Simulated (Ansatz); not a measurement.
## P on Ru(0001): change of the work function

Wanted: Δφ(θ) for P/Ru(0001), starting from the fcc site.

Program: Ansatz 0.2.0. Level of theory: plane-wave DFT, PBE, Ansatz PAW. Values are calculated unless marked as measured.

### Step 1. The starting structure

The cell holds 4 atoms: 4 Ru. Its edges and angles: a = 2.700 Å, b = 2.700 Å, c = 24.415 Å, α = 90.0°, β = 90.0°, γ = 60.0°. Vacuum lies along c.

Coordinates:

```cif
data_structure
_symmetry_space_group_name_H-M 'P 1'
_symmetry_Int_Tables_number 1
_cell_length_a 2.7000
_cell_length_b 2.7000
_cell_length_c 24.4152
_cell_angle_alpha 90.000
_cell_angle_beta 90.000
_cell_angle_gamma 60.000
_cell_volume 154.14
loop_
_atom_site_label
_atom_site_type_symbol
_atom_site_fract_x
_atom_site_fract_y
_atom_site_fract_z
_atom_site_occupancy
Ru1 Ru 0.66667 0.66667 0.36862 1
Ru2 Ru 0.00000 0.00000 0.45621 1
Ru3 Ru 0.66667 0.66667 0.54379 1
Ru4 Ru 0.00000 0.00000 0.63138 1
```

### Step 2. The clean slab

The bare slab comes first, as the zero from which every change is counted. The two lowest layers are held at bulk places and the upper ones relax. The dipole correction removes the false field that a one-sided slab makes across the periodic vacuum, so each face gets a flat vacuum level of its own.

Input file input.yaml:

```yaml
crystal:
  lattice:
    - [2.7, 0.0, 0.0]
    - [1.35, 2.3382685902, 0.0]
    - [0.0, 0.0, 24.4152]
  atoms:
    - { symbol: Ru, position: [0.6666666667, 0.6666666667, 0.3686228251] }
    - { symbol: Ru, position: [0.0, 0.0, 0.4562076084] }
    - { symbol: Ru, position: [0.6666666667, 0.6666666667, 0.5437923916] }
    - { symbol: Ru, position: [0.0, 0.0, 0.6313771749] }
kpoints:
  mp_grid: { grid: [12, 12, 1] }
hamiltonian:
  xc: pbe
scf:
  occupations: { method: fermi_dirac, width: 0.1 }
  convergence: { dr2_threshold: 1.0e-08 }
efield:
  axis: 3
  dipole_correction: true
  ramp_position: 0.97
  ramp_width: 0.06
relax:
  f_tol: 0.02
  max_steps: 60
  constraints: [{ sites: [0, 1] }]
output:
  write_potential: true
  write_density: true
  volumetric_format: npy
```

Run with:

```
$ ansatz run input.yaml --threads 4 --pin off --max-ram 16384MiB --backend cpu --events-out ev --progress --plain --runs-dir out
```

Standard output:

```text
Engine: ansatz 0.2.0, aarch64-unknown-linux-gnu
Pseudopotentials: kind: paw
Pseudopotential: Ru, paw, valence charge 16, recommended cutoff 420 eV (normal), Ru.paw.azcp
Functional definition: PBE
  parameter kappa = 0.804
  parameter beta = 0.066725
  exchange = pbe_x(kappa = kappa, mu = beta*pi^2/3)
  correlation = pbe_c(beta = beta)
Crystal: 4 atoms, lattice volume = 154.141 Å³
Basis set: ecut = 420 eV, 3063 PW (Γ), exchange–correlation on 40×40×360 points (8 copies of the dense FFT grid, shifted against one another)
Bands: 39, of which v1, the nominal top of the filled ones, is band 32 counted from 1 (31 counted from 0)
Symmetry: 6 space group operations
k-points: 19 of 144 (time reversal used)
Non-local potential: Ru, projectors of the file, l = 0: 3, l = 1: 2, l = 2: 2, l = 3: 1
PAW form: soft (Blöchl's): semilocal exchange-correlation on the pseudo side does not see the compensation charge
PAW one-centre angular grid: Ru, 590 points (default); XC on 64 Gauss nodes
Initial density: superposition of atomic densities (neutral atoms: chi_scale 0, normalization atom), corrected by the library's trained network
Initial wavefunctions: pseudopotential atomic-orbital guess
Functional: x = pbe(κ = 0.804, μ = 0.219515), c = pbe(β = 0.066725)
SCF iter   1: F=—  HF=-23512.726011 eV  |F-HF|=—  |Δ(HF+E_count)|=         —  Δρ=8.02e-3  dr2=4.20e-1  ethr=1.77e-3  p=0.000 e·Å  D=2.55e-14 V/Å  ΔV_dip=-0.00 eV  dr2_dipole=4.18e-8  V_vac-E_F(+/−)=4.75/4.75 eV  ⟨swp⟩=7.4  Hψ=3258  notcnv=0
efield: sawtooth ramp at fractional position 0.9700 (set: `efield.ramp_position`, or a place that a band, a saddle search or an elastic batch's reference lends), width 0.0600; the density the first Hamiltonian is built on has a dipole p = 0.000 e·Å; the dipole correction subtracts the counter field D = 2.55e-14 V/Å, which shifts the + side's vacuum level by -0.00 eV against the − side's; the planar-averaged density in the ramp window peaks in size at 5.1e-6 e/Å³
preconditioner: auto → LDOS  [metal: Δε(μ)=0.040 eV  Ē_g=4.722 eV  σ=0.100 eV  W_gap=0.10  n_scr=18 (ndim 8)  ℏωp=16.9 eV  f_vac=0.584  D(μ)=4.50/eV (n_scr^D=16)  β→1.0]
SCF iter   2: F=—  HF=-23512.720745 eV  |F-HF|=—  |Δ(HF+E_count)|=   5.27e-3  Δρ=3.31e-3  dr2=3.80e-2  ethr=6.57e-4  p=-0.000 e·Å  D=-1.91e-5 V/Å  ΔV_dip=0.00 eV  dr2_dipole=4.73e-7  V_vac-E_F(+/−)=5.00/5.00 eV  ⟨swp⟩=1.5  Hψ=919  notcnv=0
SCF iter   3: F=—  HF=-23512.717886 eV  |F-HF|=—  |Δ(HF+E_count)|=   2.86e-3  Δρ=6.79e-4  dr2=8.55e-4  ethr=5.94e-5  p=-0.000 e·Å  D=-7.45e-6 V/Å  ΔV_dip=0.00 eV  dr2_dipole=3.12e-7  V_vac-E_F(+/−)=5.05/5.05 eV  ⟨swp⟩=2.0  Hψ=932  notcnv=0
SCF iter   4: F=—  HF=-23512.717814 eV  |F-HF|=—  |Δ(HF+E_count)|=   7.16e-5  Δρ=1.58e-4  dr2=1.09e-4  ethr=1.34e-6  p=-0.000 e·Å  D=-6.72e-6 V/Å  ΔV_dip=0.00 eV  dr2_dipole=3.71e-8  V_vac-E_F(+/−)=5.07/5.07 eV  ⟨swp⟩=2.1  Hψ=1171  notcnv=0
SCF iter   5: F=—  HF=-23512.717807 eV  |F-HF|=—  |Δ(HF+E_count)|=   7.22e-6  Δρ=5.25e-5  dr2=8.28e-6  ethr=1.71e-7  p=0.000 e·Å  D=1.09e-6 V/Å  ΔV_dip=-0.00 eV  dr2_dipole=6.52e-10  V_vac-E_F(+/−)=5.08/5.08 eV  ⟨swp⟩=2.2  Hψ=1114  notcnv=0
SCF iter   6: F=—  HF=-23512.717808 eV  |F-HF|=—  |Δ(HF+E_count)|=   7.84e-7  Δρ=2.85e-5  dr2=1.76e-6  ethr=1.29e-8  p=-0.000 e·Å  D=-2.98e-6 V/Å  ΔV_dip=0.00 eV  dr2_dipole=1.16e-11  V_vac-E_F(+/−)=5.09/5.09 eV  ⟨swp⟩=3.0  Hψ=1433  notcnv=0
SCF iter   7: F=—  HF=-23512.717807 eV  |F-HF|=—  |Δ(HF+E_count)|=   1.27e-7  Δρ=8.99e-6  dr2=2.28e-7  ethr=2.75e-9  p=0.000 e·Å  D=5.84e-8 V/Å  ΔV_dip=-0.00 eV  dr2_dipole=4.45e-11  V_vac-E_F(+/−)=5.09/5.09 eV  ⟨swp⟩=2.5  Hψ=1217  notcnv=0
SCF iter   8: F=—  HF=-23512.717808 eV  |F-HF|=—  |Δ(HF+E_count)|=   1.93e-7  Δρ=3.54e-6  dr2=2.81e-8  ethr=3.56e-10  p=-0.000 e·Å  D=-1.02e-7 V/Å  ΔV_dip=0.00 eV  dr2_dipole=1.70e-14  V_vac-E_F(+/−)=5.09/5.09 eV  ⟨swp⟩=2.8  Hψ=1346  notcnv=0
SCF iter   9: F=-23512.717808 eV  HF=-23512.717808 eV  |F-HF|=1.65e-9  |Δ(HF+E_count)|=   2.22e-8  Δρ=1.12e-6  dr2=1.93e-9  ethr=1.56e-11  p=-0.000 e·Å  D=-1.49e-7 V/Å  ΔV_dip=0.00 eV  dr2_dipole=2.06e-13  V_vac-E_F(+/−)=5.09/5.09 eV  ⟨swp⟩=10.6  Hψ=5507  notcnv=0
SCF 1 converged in 9 iterations: F = -23512.717808 eV  dr2 = 1.93e-9
  greatest PAW one-centre occupation: 0.998 electrons in one spin orbital (limit 2), on the Ru atom at site 3 (counted from 0), in its partial waves of l = 0
relax step   1: F+E_penalty+E_count = -23512.71780769 eV  Δ(F+E_penalty+E_count) = +0.000e0 eV  max|allowed force component| = 5.365e-1 eV/Å  Δτ_max = 0.0000 Å  (9 SCF iters, accepted)
Initial density: handed on by an earlier stage of this run
Initial wavefunctions: those handed on with the density
iter 1 solved again at ethr=2.79e-4 eV; its pass at ethr=3.10e-3 eV (dr2=1.79e-1 eV) is discarded
SCF iter   1: F=—  HF=-23512.732681 eV  |F-HF|=—  |Δ(HF+E_count)|=         —  Δρ=4.18e-3  dr2=1.61e-1  ethr=2.79e-4  p=-0.000 e·Å  D=-3.92e-8 V/Å  ΔV_dip=0.00 eV  dr2_dipole=5.05e-2  V_vac-E_F(+/−)=5.08/5.08 eV  ⟨swp⟩=1.4  Hψ=2246  notcnv=0
efield: sawtooth ramp at fractional position 0.9700 (set: `efield.ramp_position`, or a place that a band, a saddle search or an elastic batch's reference lends), width 0.0600; the density the first Hamiltonian is built on has a dipole p = -0.000 e·Å; the dipole correction subtracts the counter field D = -3.92e-8 V/Å, which shifts the + side's vacuum level by +0.00 eV against the − side's; the planar-averaged density in the ramp window peaks in size at 1.2e-6 e/Å³
preconditioner: auto → LDOS  [metal: Δε(μ)=0.011 eV  Ē_g=4.777 eV  σ=0.100 eV  W_gap=0.03  n_scr=18 (ndim 8)  ℏωp=16.9 eV  f_vac=0.589  D(μ)=4.80/eV (n_scr^D=18)  β→1.0]
SCF iter   2: F=—  HF=-23512.729634 eV  |F-HF|=—  |Δ(HF+E_count)|=   3.05e-3  Δρ=1.47e-3  dr2=8.73e-3  ethr=2.51e-4  p=0.001 e·Å  D=1.54e-3 V/Å  ΔV_dip=-0.04 eV  dr2_dipole=1.08e-3  V_vac-E_F(+/−)=5.04/5.07 eV  ⟨swp⟩=1.8  Hψ=865  notcnv=0
SCF iter   3: F=—  HF=-23512.729688 eV  |F-HF|=—  |Δ(HF+E_count)|=   5.40e-5  Δρ=1.46e-3  dr2=8.06e-3  ethr=1.36e-5  p=0.002 e·Å  D=1.78e-3 V/Å  ΔV_dip=-0.04 eV  dr2_dipole=1.74e-4  V_vac-E_F(+/−)=5.04/5.08 eV  ⟨swp⟩=2.9  Hψ=1565  notcnv=0
SCF iter   4: F=—  HF=-23512.727755 eV  |F-HF|=—  |Δ(HF+E_count)|=   1.93e-3  Δρ=1.69e-4  dr2=7.46e-5  ethr=1.26e-5  p=0.001 e·Å  D=1.75e-3 V/Å  ΔV_dip=-0.04 eV  dr2_dipole=2.30e-6  V_vac-E_F(+/−)=5.03/5.07 eV  ⟨swp⟩=2.4  Hψ=1137  notcnv=0
SCF iter   5: F=—  HF=-23512.727757 eV  |F-HF|=—  |Δ(HF+E_count)|=   2.03e-6  Δρ=6.38e-5  dr2=1.06e-5  ethr=1.17e-7  p=0.001 e·Å  D=1.73e-3 V/Å  ΔV_dip=-0.04 eV  dr2_dipole=2.00e-7  V_vac-E_F(+/−)=5.03/5.07 eV  ⟨swp⟩=3.2  Hψ=1576  notcnv=0
SCF iter   6: F=—  HF=-23512.727763 eV  |F-HF|=—  |Δ(HF+E_count)|=   5.90e-6  Δρ=2.64e-5  dr2=1.28e-6  ethr=1.66e-8  p=0.001 e·Å  D=1.75e-3 V/Å  ΔV_dip=-0.04 eV  dr2_dipole=6.23e-9  V_vac-E_F(+/−)=5.03/5.07 eV  ⟨swp⟩=2.3  Hψ=1096  notcnv=0
SCF iter   7: F=—  HF=-23512.727764 eV  |F-HF|=—  |Δ(HF+E_count)|=   6.93e-7  Δρ=6.73e-6  dr2=1.28e-7  ethr=2.01e-9  p=0.002 e·Å  D=1.77e-3 V/Å  ΔV_dip=-0.04 eV  dr2_dipole=1.80e-8  V_vac-E_F(+/−)=5.03/5.07 eV  ⟨swp⟩=3.2  Hψ=1481  notcnv=0
SCF iter   8: F=—  HF=-23512.727764 eV  |F-HF|=—  |Δ(HF+E_count)|=   1.54e-7  Δρ=2.57e-6  dr2=1.73e-8  ethr=2.01e-10  p=0.002 e·Å  D=1.76e-3 V/Å  ΔV_dip=-0.04 eV  dr2_dipole=5.74e-11  V_vac-E_F(+/−)=5.03/5.07 eV  ⟨swp⟩=2.6  Hψ=1265  notcnv=0
SCF iter   9: F=-23512.727764 eV  HF=-23512.727764 eV  |F-HF|=1.10e-8  |Δ(HF+E_count)|=   8.54e-8  Δρ=8.42e-7  dr2=1.45e-9  ethr=1.56e-11  p=0.002 e·Å  D=1.77e-3 V/Å  ΔV_dip=-0.04 eV  dr2_dipole=8.76e-11  V_vac-E_F(+/−)=5.03/5.07 eV  ⟨swp⟩=10.9  Hψ=5451  notcnv=0
SCF 2 converged in 9 iterations: F = -23512.727764 eV  dr2 = 1.45e-9
relax step   2: F+E_penalty+E_count = -23512.72776402 eV  Δ(F+E_penalty+E_count) = -9.956e-3 eV  max|allowed force component| = 2.640e-1 eV/Å  Δτ_max = 0.0631 Å  (9 SCF iters, accepted)
SCF iter   1: F=—  HF=-23512.732127 eV  |F-HF|=—  |Δ(HF+E_count)|=         —  Δρ=2.15e-3  dr2=4.13e-2  ethr=5.39e-4  p=0.002 e·Å  D=1.77e-3 V/Å  ΔV_dip=-0.04 eV  dr2_dipole=1.13e-2  V_vac-E_F(+/−)=5.03/5.08 eV  ⟨swp⟩=2.5  Hψ=1222  notcnv=0
efield: sawtooth ramp at fractional position 0.9700 (set: `efield.ramp_position`, or a place that a band, a saddle search or an elastic batch's reference lends), width 0.0600; the density the first Hamiltonian is built on has a dipole p = 0.002 e·Å; the dipole correction subtracts the counter field D = 1.77e-3 V/Å, which shifts the + side's vacuum level by -0.04 eV against the − side's; the planar-averaged density in the ramp window peaks in size at 1.5e-6 e/Å³
preconditioner: auto → LDOS  [metal: Δε(μ)=0.014 eV  Ē_g=4.748 eV  σ=0.100 eV  W_gap=0.03  n_scr=18 (ndim 8)  ℏωp=16.9 eV  f_vac=0.586  D(μ)=4.73/eV (n_scr^D=18)  β→1.0]
SCF iter   2: F=—  HF=-23512.731430 eV  |F-HF|=—  |Δ(HF+E_count)|=   6.97e-4  Δρ=7.28e-4  dr2=2.45e-3  ethr=6.45e-5  p=0.001 e·Å  D=1.56e-3 V/Å  ΔV_dip=-0.04 eV  dr2_dipole=5.81e-4  V_vac-E_F(+/−)=5.04/5.08 eV  ⟨swp⟩=1.3  Hψ=911  notcnv=0
SCF iter   3: F=—  HF=-23512.731343 eV  |F-HF|=—  |Δ(HF+E_count)|=   8.72e-5  Δρ=6.75e-4  dr2=1.60e-3  ethr=3.83e-6  p=0.001 e·Å  D=1.09e-3 V/Å  ΔV_dip=-0.03 eV  dr2_dipole=1.21e-4  V_vac-E_F(+/−)=5.05/5.07 eV  ⟨swp⟩=3.1  Hψ=1548  notcnv=0
SCF iter   4: F=—  HF=-23512.731020 eV  |F-HF|=—  |Δ(HF+E_count)|=   3.23e-4  Δρ=9.48e-5  dr2=2.67e-5  ethr=2.50e-6  p=0.001 e·Å  D=1.20e-3 V/Å  ΔV_dip=-0.03 eV  dr2_dipole=7.96e-8  V_vac-E_F(+/−)=5.05/5.07 eV  ⟨swp⟩=2.0  Hψ=1076  notcnv=0
SCF iter   5: F=—  HF=-23512.731020 eV  |F-HF|=—  |Δ(HF+E_count)|=   6.03e-7  Δρ=2.91e-5  dr2=1.95e-6  ethr=4.17e-8  p=0.001 e·Å  D=1.21e-3 V/Å  ΔV_dip=-0.03 eV  dr2_dipole=2.55e-7  V_vac-E_F(+/−)=5.04/5.07 eV  ⟨swp⟩=3.1  Hψ=1467  notcnv=0
SCF iter   6: F=—  HF=-23512.731025 eV  |F-HF|=—  |Δ(HF+E_count)|=   4.88e-6  Δρ=1.06e-5  dr2=2.20e-7  ethr=3.05e-9  p=0.001 e·Å  D=1.21e-3 V/Å  ΔV_dip=-0.03 eV  dr2_dipole=2.08e-9  V_vac-E_F(+/−)=5.05/5.07 eV  ⟨swp⟩=2.2  Hψ=1072  notcnv=0
SCF iter   7: F=—  HF=-23512.731026 eV  |F-HF|=—  |Δ(HF+E_count)|=   3.04e-7  Δρ=3.59e-6  dr2=4.54e-8  ethr=3.44e-10  p=0.001 e·Å  D=1.20e-3 V/Å  ΔV_dip=-0.03 eV  dr2_dipole=5.43e-9  V_vac-E_F(+/−)=5.05/5.07 eV  ⟨swp⟩=2.9  Hψ=1360  notcnv=0
SCF iter   8: F=-23512.731026 eV  HF=-23512.731026 eV  |F-HF|=2.10e-8  |Δ(HF+E_count)|=   4.07e-8  Δρ=1.12e-6  dr2=4.97e-9  ethr=1.56e-11  p=0.001 e·Å  D=1.20e-3 V/Å  ΔV_dip=-0.03 eV  dr2_dipole=1.47e-10  V_vac-E_F(+/−)=5.05/5.08 eV  ⟨swp⟩=10.9  Hψ=5658  notcnv=0
SCF 3 converged in 8 iterations: F = -23512.731026 eV  dr2 = 4.97e-9
relax step   3: F+E_penalty+E_count = -23512.73102571 eV  Δ(F+E_penalty+E_count) = -3.262e-3 eV  max|allowed force component| = 1.726e-2 eV/Å  Δτ_max = 0.0292 Å  (8 SCF iters, accepted)
NSCF: frozen V_eff on 19 k-points
the band table was solved once a step of the walk had ended and its energy, with any forces and stress, was formed, with the checks that follow a solve (3207 applications of the Hamiltonian). They found nothing against the state; the energy, forces and stress were not computed again (output.eigenvalues in the input reference)
WARN: The input density's exchange-correlation potential varies sharply where the density is thin. Do not read a vacuum level from v_tot or v_xc, or from such a field of the output density. On a cell that repeats whose density bears no net charge and no dipole along the vacuum's axis use v_es (v_loc + v_h of the components); under efield.dipole_correction with no amplitude use v_es + v_field, which holds any external [...]
SCF converged after 8 iterations
Free energy (F): -23512.731026 eV
Harris-Foulkes:  -23512.731026 eV  (|F-HF|=2.10e-8)
Internal energy: -23512.573717 eV  (E = F + TS)
E sigma→0 (E₀):  -23512.652371 eV
Entropy (-TS):   -0.157309 eV (-39.327 meV/atom)
Fermi energy:    5.070094 eV
Dipole field:    D = 0.001218 V/Å  (p = 0.001038 e·Å, saw-weighted, corrected)
Work function:   Φ+ = 5.0457 eV   Φ− = 5.0754 eV
Levels:          The Fermi level and band energies are counted from a zero that moves with the ramp; work functions are not
--- Per-component energies (eV) ---
  E_band       = -1382.396250
  E_kinetic    = 2053.424202
  E_local      = -108450.119539  (includes V_loc(G=0)·N_el)
  E_nonlocal   = 1374.134429
  E_hartree    = 52740.331170
  E_xc         = -759.224491
  E_vxc        = -952.769082  (∫ρ·V_xc dr)
  E_paw        = -13843.557206  (= ΣΔE_a)
  E_vpaw       = -887.740778  (= ΣTr[D̂ρ^β])
  E_aug_tail   = -0.000773  (compensation charges beyond the density's cutoff)
  E_efield     = 0.000001  (sawtooth field / dipole correction)
  E_vefield    = 0.000284  (∫n·V_field dr)
  E_ewald      = 43372.438490
  E_smearing   = -0.157309  (= −TS)
  E_closure    = -0.000000  (closes the sum)
  Σ components = -23512.731026   (vs F -23512.731026, Δ=0.00e0)
--- Forces (eV/Å), atoms counted from 1 ---
  atom   1  Ru     0.00000000    -0.00000000     0.47191100
  atom   2  Ru    -0.00000000     0.00000000    -0.45864794
  atom   3  Ru    -0.00000000    -0.00000000    -0.01725956
  atom   4  Ru    -0.00000000    -0.00000000     0.00398370
  max |Σ_I F_I| component: 1.28e-5 eV/Å
--- Band table (eV; the first three rows and the last of 19) ---
  k-point 0: bands = [... 28 lower, 3.1032, 3.1032, 3.3035, 4.2564, 4.2564, 5.1708, 5.2356, 5.2356, ... 3 higher]
  k-point 1: bands = [... 28 lower, 3.1352, 3.2707, 3.3655, 4.0857, 4.2001, 4.6895, 4.9614, 5.1771, ... 3 higher]
  k-point 2: bands = [... 28 lower, 3.2004, 3.4733, 3.6256, 3.7607, 4.0789, 4.3168, 4.8058, 5.0858, ... 3 higher]
  k-point 18: bands = [... 28 lower, 3.0217, 3.8651, 4.4540, 5.7029, 5.7380, 5.7613, 6.1990, 6.2368, ... 3 higher]
--- Relaxed structure (3 steps of the walk, 3 accepted, 0 SCFs on fresh bases) ---
  F+E_penalty+E_count = -23512.73102571 eV   max|allowed force component| = 1.726e-2 eV/Å
  atoms:
    - { symbol: Ru, position: [0.666667, 0.666667, 0.3686228251] }
    - { symbol: Ru, position: [0.0, 0.0, 0.456208] }
    - { symbol: Ru, position: [0.666667, 0.666667, 0.544587] }
    - { symbol: Ru, position: [-1.393648e-18, 0, 0.629989] }
```

Elapsed: 9.5 s, on 4 threads of Arm Neoverse V1, shared host; peak memory 0.46 GiB.

In the SCF lines HF is the Harris–Foulkes energy and dr2 the Hartree energy of the density residual, in eV; the loop may stop once dr2 is under the threshold and the program's other checks hold. Hψ counts applications of the Hamiltonian.

The steps of the relaxation:

```
step  energy less that of the first step (eV)  largest force component (eV/Å)
   1                                   0.0000                          0.5365
   2                                  -0.0100                          0.2640
   3                                  -0.0132                          0.0173
```

The run keeps the 6 symmetry operations that the program found, so distortions that break them were not tested.

The atoms that moved most (Å):

```
atom     dx     dy      dz  length
 Ru4  0.000  0.000  -0.034   0.034
 Ru3  0.000  0.000   0.019   0.019
```

Final coordinates:

```xyz
4
Lattice="2.7000 0.0000 0.0000 1.3500 2.3383 0.0000 0.0000 0.0000 24.4152" Properties=species:S:1:pos:R:3
Ru    2.7000    1.5588    9.0000
Ru    0.0000    0.0000   11.1384
Ru    2.7000    1.5588   13.2962
Ru    0.0000    0.0000   15.3813
```

Numbers from this step:

| Item | Value |
| --- | --- |
| energy at zero smearing | -23512.6524 eV |
| work function, upper face | 5.046 eV |
| work function, lower face | 5.075 eV |
| dipole along the normal | 0.001038 e·Å |
| step between the vacuum levels | -0.02975 eV |

Running mean over 2.138 Å of the planar mean; the ramp of the sawtooth is left out. Table of electron's electrostatic potential energy less the Fermi level by z:

```
z (Å)  electron's electrostatic potential energy less the Fermi level (eV)
  3.0                                                                 5.08
  3.5                                                                 5.07
  4.0                                                                 5.07
  4.5                                                                 5.07
  5.0                                                                 5.07
  5.5                                                                 5.05
  6.0                                                                 4.98
  6.5                                                                 4.76
  7.0                                                                 3.94
  7.5                                                                0.744
  8.0                                                                -6.27
  8.5                                                                -12.3
  9.0                                                                -14.2
  9.5                                                                -14.5
 10.0                                                                -14.6
 10.5                                                                -14.7
 11.0                                                                -14.8
 11.5                                                                -14.8
 12.0                                                                -14.6
 12.5                                                                -14.7
 13.0                                                                -14.9
 13.5                                                                -15.0
 14.0                                                                -15.4
 14.5                                                                -15.4
 15.0                                                                -14.8
 15.5                                                                -14.1
 16.0                                                                -11.4
 16.5                                                                -4.48
 17.0                                                                 1.85
 17.5                                                                 4.21
 18.0                                                                 4.81
 18.5                                                                 4.98
 19.0                                                                 5.03
 19.5                                                                 5.04
 20.0                                                                 5.04
 20.5                                                                 5.05
 21.0                                                                 5.05
```

The relaxation took 3 steps and lowered the energy by 0.013 eV; the largest force on the free atoms ends at 0.017 eV/Å.

The work function of the upper face is 5.05 eV.

(Part 1 of 4 ends here.)

[Long decimals in the printed logs are rounded to 6 places.]

[Logs are printed without paths, hosts, clocks, repeated set-up lines and the standing remarks that a program may print on its own settings, such as how far it seeks lower states.]

[Hosts, paths, dates, database ids (printed as entryN), source tags and the programs' standing remarks are cut or masked in the printed files.]

[Maps of the electrostatic potential energy from Ansatz leave out the sawtooth potential of an applied field or a dipole correction, so their vacuum need not be flat; planar profiles and work functions include it.]
